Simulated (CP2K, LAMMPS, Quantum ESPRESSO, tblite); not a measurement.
# Running amorphous carbon (150 atoms) with CP2K

Wanted: CP2K inputs and outputs for amorphous carbon (150 atoms), checked against a plane-wave reference.

Main program and level: CP2K 2026.2; the method is named at each step.

### 1. The structure

The cell holds 150 atoms: 150 C. Cell: a = 10.082 Å, b = 10.082 Å, c = 10.082 Å, α = 90.0°, β = 90.0°, γ = 90.0°. 150 atoms (150 C) placed at random at 2.92 g/cm³, melted at 6000 K for 10 ps at fixed volume with the Tersoff potential (Tersoff, Phys. Rev. B 39, 5566 (1989)). Quenched from 6000 K to 300 K at 100 K/ps and fixed volume, held 5 ps, then minimised at fixed cell.

The yardstick, on the same geometry:

| Item | Value |
| --- | --- |
| method | Kohn-Sham DFT, PBE, SSSP efficiency 1.3.0 pseudopotentials, plane waves (Quantum ESPRESSO 7.5); sssp-pbe-1.3.0-efficiency, cutoffs 45/360 Ry, Γ point |
| r.m.s. force component | 1.342 eV/Å |
| longest force | 4.721 eV/Å |
| pressure | 2.884 GPa |
| time | 2.6 min on 4 MPI ranks of Arm Neoverse V1, shared host |
| CPU time | 10 min |

### 2. PBE, DZVP-UZH, 450/50 Ry, diagonalisation

Method: Kohn-Sham DFT, PBE, GTH-PBE pseudopotentials, Gaussian and plane waves, DZVP-MOLOPT (UZH set), diagonalisation.

The input, input.inp:

```
&GLOBAL
  PROJECT cell
  RUN_TYPE ENERGY_FORCE
  PRINT_LEVEL LOW
&END GLOBAL
&FORCE_EVAL
  METHOD QS
  STRESS_TENSOR ANALYTICAL
  &DFT
    BASIS_SET_FILE_NAME BASIS_MOLOPT_UZH
    POTENTIAL_FILE_NAME POTENTIAL_UZH
    &MGRID
      CUTOFF 450
      REL_CUTOFF 50
    &END MGRID
    &QS
      EPS_DEFAULT 1.0E-12
    &END QS
    &SCF
      SCF_GUESS ATOMIC
      EPS_SCF 5.0E-06
      MAX_SCF 200
      ADDED_MOS 67
      &DIAGONALIZATION
        ALGORITHM STANDARD
      &END DIAGONALIZATION
      &SMEAR ON
        METHOD FERMI_DIRAC
        ELECTRONIC_TEMPERATURE [K] 580
      &END SMEAR
      &MIXING
        METHOD BROYDEN_MIXING
        ALPHA 0.15
        NBROYDEN 12
      &END MIXING
      &PRINT
        &RESTART OFF
        &END RESTART
      &END PRINT
    &END SCF
    &XC
      &XC_FUNCTIONAL PBE
      &END XC_FUNCTIONAL
    &END XC
    &PRINT
      &MULLIKEN ON
      &END MULLIKEN
      &HIRSHFELD ON
        SHAPE_FUNCTION DENSITY
      &END HIRSHFELD
      &MO ON
        EIGENVALUES T
        OCCUPATION_NUMBERS T
        MO_INDEX_RANGE 289 312
        &EACH
          QS_SCF 0
        &END EACH
        ADD_LAST NUMERIC
      &END MO
    &END PRINT
  &END DFT
  &SUBSYS
    &CELL
      A 10.08240 0.00000 0.00000
      B 0.00000 10.08240 0.00000
      C 0.00000 0.00000 10.08240
    &END CELL
    &TOPOLOGY
      COORD_FILE_NAME structure.xyz
      COORD_FILE_FORMAT XYZ
    &END TOPOLOGY
    &KIND C
      BASIS_SET DZVP-MOLOPT-PBE-GTH-q4
      POTENTIAL GTH-PBE-q4
    &END KIND
  &END SUBSYS
  &PRINT
    &FORCES ON
    &END FORCES
    &STRESS_TENSOR ON
    &END STRESS_TENSOR
  &END PRINT
&END FORCE_EVAL
```

The input, structure.xyz:

```xyz
150

C 2.08081 4.54474 4.03871
C 2.07667 0.99544 2.21289
C 4.31567 4.36497 10.04479
C 9.59149 1.42878 8.82956
C 0.76404 5.24618 3.40432
C 6.40807 0.86769 9.29355
C 6.20491 5.17721 1.43402
C 6.65882 5.61852 6.22750
C 9.08969 2.69664 9.32985
C 2.60196 2.81682 9.11620
C 8.59807 5.37594 4.71675
C 5.59119 3.62412 5.84769
C 6.05347 0.80044 2.17931
C 3.44203 5.17015 3.72121
C 0.75658 4.88301 8.34964
C 0.62894 4.06180 0.83573
C 9.07577 8.74356 3.98487
C 6.75299 2.19635 9.77680
C 1.23469 5.86080 6.09078
C 0.13571 9.31160 0.67250
C 2.90534 4.04879 6.51212
C 1.20182 4.94693 9.72095
C 3.14026 8.67893 4.55523
C 5.34680 7.51582 6.34526
C 8.53263 1.08940 5.93168
C 9.70421 7.54768 3.33324
C 8.96870 1.05906 3.27093
C 9.51143 7.91216 8.34137
C 0.48476 5.22430 1.84952
C 8.85900 9.52131 0.04507
C 3.25067 6.32076 2.79353
C 4.53668 5.70684 7.76274
C 3.84220 3.60900 8.82422
C 1.50087 7.25983 1.42807
C 7.64972 9.48593 0.84541
C 4.48556 2.68141 2.82912
C 9.77327 3.29271 6.68251
C 0.07743 2.56174 5.45922
C 9.33529 9.76077 2.99619
C 7.60304 8.10746 6.68665
C 8.42304 3.80036 6.76146
C 1.12358 1.44793 5.29497
C 9.99367 9.23921 5.05360
C 1.13417 6.02867 7.48356
C 2.21359 9.71611 7.04508
C 2.87469 0.10738 8.33189
C 9.08344 7.92819 6.95877
C 4.41791 4.20194 2.87681
C 7.67271 1.47415 7.12785
C 6.41745 7.81930 9.44681
C 2.62888 8.63265 3.16003
C 8.74467 7.10194 9.21683
C 0.79711 8.19104 8.64455
C 4.97345 0.34008 9.60651
C 2.09159 4.84016 5.56337
C 1.75494 7.29341 7.99585
[... 90 atom lines left out ...]
C 6.66759 8.41921 0.65979
C 7.89714 1.15917 4.46993
C 7.69529 5.09716 1.60784
C 2.18435 0.05656 9.62738
```

Run with:

```
$ OMP_NUM_THREADS=1 mpirun -np 4 cp2k.psmp -i input.inp > output.txt
```

Numbers of over 12 decimals in the logs are rounded to 6 here.

The log of the run:

```text
CP2K| version string:                                       CP2K version 2026.2
 CP2K| Input file name                                                 input.inp
 GLOBAL| Basis set file name                                    BASIS_MOLOPT_UZH
 GLOBAL| Potential file name                                       POTENTIAL_UZH
 GLOBAL| Run type                                                   ENERGY_FORCE
 GLOBAL| Total number of message passing processes                             4
 GLOBAL| Number of threads for this process                                    1
 TOTAL NUMBERS AND MAXIMUM NUMBERS
  Total number of            - Atomic kinds:                                   1
                             - Atoms:                                        150
                             - Shell sets:                                   150
                             - Shells:                                       750
                             - Primitive Cartesian functions:                750
                             - Cartesian basis functions:                   2100
                             - Spherical basis functions:                   1950
  Maximum angular momentum of- Orbital basis functions:                        2
                             - Local part of the GTH pseudopotential:          2
                             - Non-local part of the GTH pseudopotential:      0
 SCF PARAMETERS         Density guess:                                    ATOMIC
                        max_scf:                                             200
                        eps_scf:                                        5.00E-06
                        added MOs                                        67    0
                        Mixing method:                            BROYDEN_MIXING
                                                charge density mixing in g-space
                        Smear method:                                FERMI_DIRAC
                        Electronic temperature [K]:                        580.0
                        Electronic temperature [a.u.]:                  1.84E-03
                        Accuracy threshold:                             1.00E-10
 Extrapolation method: initial_guess
 Number of electrons:                                                        600
 Number of occupied orbitals:                                                300
 Number of molecular orbitals:                                               367
 Number of orbital functions:                                               1950
 Number of independent orbital functions:                                   1950
 SCF WAVEFUNCTION OPTIMIZATION
  Step     Update method      Time    Convergence         Total energy    Change
     1 NoMix/Diag. 0.15E+00    8.8     0.74259781      -865.0431252859 -8.65E+02
     2 Broy./Diag. 0.15E+00   11.6     0.28569252      -796.7697054124  6.83E+01
     3 Broy./Diag. 0.15E+00   11.4     0.16549256      -815.8979612417 -1.91E+01
     4 Broy./Diag. 0.15E+00   11.6     0.13312607      -838.1172612645 -2.22E+01
[...]
18 Broy./Diag. 0.15E+00   11.7     0.00001206      -848.6957830885 -4.11E-04
    19 Broy./Diag. 0.15E+00   11.5     0.00000455      -848.6959974496 -2.14E-04
  *** SCF run converged in    19 steps ***
  Electronic density on regular grids:       -600.0000000000        0.0000000000
  Core density on regular grids:              599.9999999995       -0.0000000005
  Total charge density on r-space grids:       -0.0000000005
  Total charge density g-space grids:          -0.0000000005
  Overlap energy of the core charge distribution:               9.64394e-06
  Self energy of the core charge distribution:              -1999.757521
  Core Hamiltonian energy:                                    625.237216
  Hartree energy:                                             787.788981
  Exchange-correlation energy:                               -261.952527
  Electronic entropic energy:                                  -0.012156
  Fermi energy:                                                 0.340301
  Total energy:                                              -848.695997
  Total energy (extrapolated to T->0):                       -848.689920
 MO| EIGENVALUES AND OCCUPATION NUMBERS
 MO|
 MO|  Index      Eigenvalue [a.u.]        Eigenvalue [eV]             Occupation
 MO|    289               0.313310               8.525595               1.999999
 MO|    290               0.317038               8.627038               1.999994
 MO|    291               0.318042               8.654360               1.999989
[...]
MO|    311               0.360985               9.822891               0.000026
 MO|    312               0.363905               9.902371               0.000005
 MO| Sum:                                                             600.000000
 MO| E(Fermi):            0.340301 a.u.          9.260074 eV
 !-----------------------------------------------------------------------------!
                     Mulliken Population Analysis
 #  Atom  Element  Kind  Atomic population                           Net charge
       1     C        1          4.017645                             -0.017645
       2     C        1          4.002978                             -0.002978
       3     C        1          3.963551                              0.036449
[...]
149     C        1          4.036628                             -0.036628
     150     C        1          3.992146                              0.007854
 # Total charge                            600.000000                  0.000000
 !-----------------------------------------------------------------------------!
 !-----------------------------------------------------------------------------!
                           Hirshfeld Charges
  #Atom  Element  Kind  Ref Charge     Population                    Net charge
      1       C      1       4.000          3.994                         0.006
      2       C      1       4.000          3.999                         0.001
      3       C      1       4.000          4.008                        -0.008
[...]
149       C      1       4.000          4.008                        -0.008
    150       C      1       4.000          3.986                         0.014
  Total Charge                                                           -0.000
 !-----------------------------------------------------------------------------!
 ENERGY| Total FORCE_EVAL ( QS ) energy [hartree]           -848.696346
 FORCES| Atomic forces [hartree/bohr]
 FORCES|   Atom     x               y               z               |f|
 FORCES|      1 -1.62232494E-02 -2.23432310E-03  1.46899120E-02   2.19995349E-02
 FORCES|      2  1.12088138E-02 -2.52946961E-02  1.61536562E-02   3.20374744E-02
 FORCES|      3  2.02200671E-02 -5.54803331E-03  1.77144493E-02   2.74487431E-02
[...]
FORCES|    149 -2.42605372E-04  1.78431757E-03  3.44468725E-03   3.88696756E-03
 FORCES|    150  3.13698440E-02  1.46600658E-02 -3.39221014E-02   4.84736382E-02
 FORCES| Sum    -1.28921301E-04 -3.50173780E-05 -1.30648990E-04
 FORCES| Total atomic force                                       1.86858442E-04
 STRESS| Analytical stress tensor [bar]
 STRESS|                        x                   y                   z
 STRESS|      x        5.00062586383E+04  -3.02977795072E+03   2.75766715151E+04
 STRESS|      y       -3.02977795072E+03   4.35307760842E+04  -4.44434107934E+04
 STRESS|      z        2.75766715151E+04  -4.44434107934E+04   5.16640741976E+04
 STRESS| 1/3 Trace                                             4.84003696400E+04
```

Elapsed: 4.3 min, on 4 MPI ranks of Arm Neoverse V1, shared host; peak memory 3.4 GiB; 17 min of CPU time.

Banners, paths, timers and routine set-up lines are dropped from the logs unmarked, and long logs keep their key lines alone; longer cuts are marked.

Compared with the plane-wave run:

| Property | Result |
| --- | --- |
| r.m.s. force component | 1.366 eV/Å |
| r.m.s. difference of force components | 35.95 meV/Å |
| longest difference of force vectors | 220.5 meV/Å |
| force difference over r.m.s. force | 2.679 % |
| slope of forces against the reference's | 1.018 |
| correlation of force components | 0.9998 |
| pressure | 4.84 GPa |
| pressure difference | 1.956 GPa |

A closer look about C110, whose charge lies farthest from its element's mean: 9 atoms, nearest first, numbered in the order of the input, with positions taken from that point.

```tsv
atom	x	y	z	distance (Å)	bonds	Hirshfeld charge (e)	Fx	Fy	Fz (eV/Å)
C110	0.00	0.00	0.00	0.00	3	-0.05	0.89	0.34	0.86
C38	0.41	-0.60	1.21	1.41	3	0.00	-0.66	0.22	1.01
C123	0.26	-0.89	-1.08	1.43	3	0.03	1.06	-0.28	-0.51
C109	-0.06	1.43	-0.15	1.44	3	0.01	-1.41	1.07	0.63
C37	0.02	0.14	2.43	2.43	3	0.00	2.53	-0.20	-0.64
C27	-0.78	-2.10	-0.98	2.44	4	0.00	-0.49	1.01	0.24
C42	1.46	-1.71	1.04	2.48	3	0.04	-3.00	-2.30	-0.31
C106	1.74	-0.79	-1.61	2.50	4	0.00	0.22	-1.10	-1.85
C70	-2.39	0.50	-0.55	2.50	3	0.01	-1.99	-2.57	-1.76
```

Forces lie 2.7 % from the reference's, at 1.6 times its CPU time.

### 3. PBEsol, PBE potentials, DZVP-UZH, 450/50 Ry, diagonalisation

Method: Kohn-Sham DFT, PBEsol, GTH-PBE pseudopotentials, Gaussian and plane waves, DZVP-MOLOPT (UZH set), diagonalisation.

Changes to input.inp since step 2:

```diff
@@ -41,3 +41,6 @@
     &XC
-      &XC_FUNCTIONAL PBE
+      &XC_FUNCTIONAL
+        &PBE
+          PARAMETRIZATION PBESOL
+        &END PBE
       &END XC_FUNCTIONAL
```

structure.xyz is that of step 2.

The log of the run:

```text
CP2K| version string:                                       CP2K version 2026.2
 CP2K| Input file name                                                 input.inp
 GLOBAL| Basis set file name                                    BASIS_MOLOPT_UZH
 GLOBAL| Potential file name                                       POTENTIAL_UZH
[... lines left out ...]
 Number of electrons:                                                        600
[... lines left out ...]
  Step     Update method      Time    Convergence         Total energy    Change
[... lines left out ...]
  *** SCF run converged in    19 steps ***
[... lines left out ...]
  Fermi energy:                                                 0.339997
  Total energy:                                              -846.844069
  Total energy (extrapolated to T->0):                       -846.838016
[... lines left out ...]
 MO| E(Fermi):            0.339997 a.u.          9.251800 eV
[... lines left out ...]
 ENERGY| Total FORCE_EVAL ( QS ) energy [hartree]           -846.844400
[... lines left out ...]
 FORCES|      1 -1.71590542E-02 -1.25033895E-03  1.40135061E-02   2.21895210E-02
 FORCES|      2  1.16925336E-02 -2.45497287E-02  1.55825220E-02   3.13403815E-02
 FORCES|      3  1.96641773E-02 -6.41350532E-03  1.56161756E-02   2.59167486E-02
[...]
FORCES|    149 -6.57292647E-04  1.18308398E-03  3.27403862E-03   3.54274614E-03
 FORCES|    150  3.10681921E-02  1.54026291E-02 -3.21153826E-02   4.72638481E-02
 FORCES| Sum    -5.24278846E-04 -6.79582101E-04 -2.67524056E-04
 FORCES| Total atomic force                                       8.99037964E-04
 STRESS| Analytical stress tensor [bar]
 STRESS|                        x                   y                   z
 STRESS|      x        2.15719247024E+04  -3.09854227142E+03   2.57661468463E+04
 STRESS|      y       -3.09854227142E+03   1.67514735384E+04  -4.22946013087E+04
 STRESS|      z        2.57661468463E+04  -4.22946013087E+04   2.54421476171E+04
 STRESS| 1/3 Trace                                             2.12551819526E+04
```

Wall time 4.3 min (4 MPI ranks); peak memory 3.4 GiB; 17 min of CPU time.

Compared with the plane-wave run:

```yaml
r_m_s_force_component: 1.344 eV/Å
r_m_s_difference_of_force_components: 57 meV/Å
longest_difference_of_force_vectors: 217.3 meV/Å
force_difference_over_r_m_s_force: 4.249 %
slope_of_forces_against_the_reference_s: 1.001
correlation_of_force_components: 0.9991
pressure: 2.126 GPa
pressure_difference: -0.7582 GPa
```

Against the first run (2.7 %), the force difference from the reference is 4.2 %, at 1.0 times the CPU time; the model has changed, so this is no error of the program alone.

(Continued in part 2 of 2.)

[Also dropped from logs without a mark: logging warnings of Python, and SIESTA's first energy breakdown and zero terms.]

[Logs are printed without paths, hosts, clocks, repeated set-up lines and the standing remarks that a program may print on its own settings, such as how far it seeks lower states.]

[Hosts, paths, dates, database ids (printed as entryN), source tags and the programs' standing remarks are cut or masked in the printed files.]
